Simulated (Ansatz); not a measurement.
# ρ(T) of Lu (P6_3/mmc) in two numbers

Wanted: a compact model of ρ(T) for Lu (P6_3/mmc) and a check of it.

The resistivities were computed with Ansatz 0.2.0 (DFT PBE, scalar-relativistic, plane waves, PAW) from the linearised Boltzmann equation with harmonic phonons, on q 3×3×3, k 12×12×6, scattering 18×18×12; the fit below is done by hand on them.

Experimental background.

“CRC Handbook of Chemistry and Physics, 84th edition, Electrical Resistivity of Pure Metals” (2003, CRC Press, section 12, read from Wikipedia's data page) quotes from earlier work for Lu (bulk crystal): resistivity at 295 K 58.2 μΩ cm.

## 1. What is given

The structure is hexagonal, space group P6_3/mmc (No. 194). Conventional cell: a = 3.505 Å, b = 3.505 Å, c = 5.463 Å, α = 90.00°, β = 90.00°, γ = 120.00°. Lu on site c is surrounded by 12 Lu at 3.40 to 3.50 Å.

This is the relaxed cell of the run, from steps not shown here.

The mean resistivity of the three axes from 50 to 800 K, with one row held back; the colder rows stay outside the fit and test it at the end:

```csv
T (K),ρ (μΩ cm)
50,5.100
80,10.79
100,14.36
150,?
200,31.21
273,43.23
300,47.67
400,64.17
500,80.77
600,97.47
800,130.9
```

The resistivity is not converged: the component that moves most changes by 13 % between the two finest meshes at 300 K.

## 2. Model and fit

Bloch and Grüneisen's form is ρ(T) = A (T/Θ)⁵ J₅(Θ/T), with J₅(z) the integral of x⁵/((eˣ − 1)(1 − e⁻ˣ)) from 0 to z. It goes as T⁵ far below Θ and as A T/(4Θ) far above. For a trial Θ the best A is the geometric mean of ρ/[(T/Θ)⁵ J₅] over the rows, and the scatter of that ratio measures the fit:

```csv
Θ (K),A (μΩ cm),scatter (%)
90,55.32,8.7
120,75.54,4.8
136,86.91,2.4
150,97.26,0.6
164,108.0,2.5
188,127.5,7.1
224,159.6,14.6
```

The scatter is least at Θ = 150 K, with A = 97.26 μΩ cm (0.6 % r.m.s.).

```csv
T (K),computed,fit
50,5.100,5.111
80,10.79,10.74
100,14.36,14.34
200,31.21,31.43
273,43.23,43.52
300,47.67,47.96
400,64.17,64.34
500,80.77,80.65
600,97.47,96.92
800,130.9,129.4
```

## 3. Prediction and check

At T = 150 K, Θ/T = 1.000, J₅ = 0.2366 and (T/Θ)⁵ = 1, so the fit gives 23.01 μΩ cm. The computed value is 22.90 μΩ cm: the fit is off by +0.48 %. Outside its range, at 20 K, it gives 0.391 against 0.350 μΩ cm computed, 1.12 times that; at that temperature the run's own test moves by 7 % between meshes in the component that moves most. Among the rows used, the largest miss is -1.1 %, at 800 K.

## 4. Reading Θ and A

Θ = 150 K is 1.48 times ħω_log/k_B (101 K) and 0.86 of the highest phonon frequency (174 K). The high-temperature slope of the fit, A/(4Θ), is 0.162 μΩ cm/K. The same slope from the run's transport coupling and plasma energy, 2π k_B λ_tr/(ħ ε₀ ω_p²) with λ_tr = 0.599, 0.599, 0.589 (xx, yy, zz) and ħω_p = 3.45, 3.45, 5.11 (xx, yy, zz) eV, is 0.165 μΩ cm/K in the mean of the axes, +2.1 % from it. For comparison, the computed rows rise by 0.167 μΩ cm/K between the two hottest.

## 5. Outcome

- Θ: 150 K
- A: 97.26 μΩ cm
- scatter of the fit: 0.6 %
- held-back row at 150 K, fit against computed: 23.01 against 22.90 μΩ cm

What this shows: Two numbers, Θ = 150 K and A = 97.3 μΩ cm, hold the computed ρ(T) from 50 to 800 K within 0.57 % r.m.s. and predict the held-back row within 0.48 %. By the run's own test the resistivity at 300 K moves by 13 % between its two finest scattering meshes, in the component that moves most. The mean hides an anisotropy: at 300 K the components are 58.4, 58.4, 26.1 (xx, yy, zz) μΩ cm. Spin–orbit coupling is left out. The fit describes the calculation: impurities, thermal expansion, changes of phase and anharmonicity are in neither.

Calculation against experiment:

| quantity | measured | q 3×3×3, fine 18×18×12 |
| --- | --- | --- |
| resistivity at 295 K (computed: phonon part alone; the measured value holds the sample's residual resistivity) (μΩ cm) | 58.2 | 46.85 (-19.5 %) |

Measured values from CRC Press, section 12, read from Wikipedia's data page (2003).

How well it matches: The resistivity at 295 K is off by -19.5 %: fair agreement.

[Logs are printed without paths, hosts, clocks, repeated set-up lines and the standing remarks that a program may print on its own settings, such as how far it seeks lower states.]

[Hosts, paths, dates, database ids (printed as entryN), source tags and the programs' standing remarks are cut or masked in the printed files.]
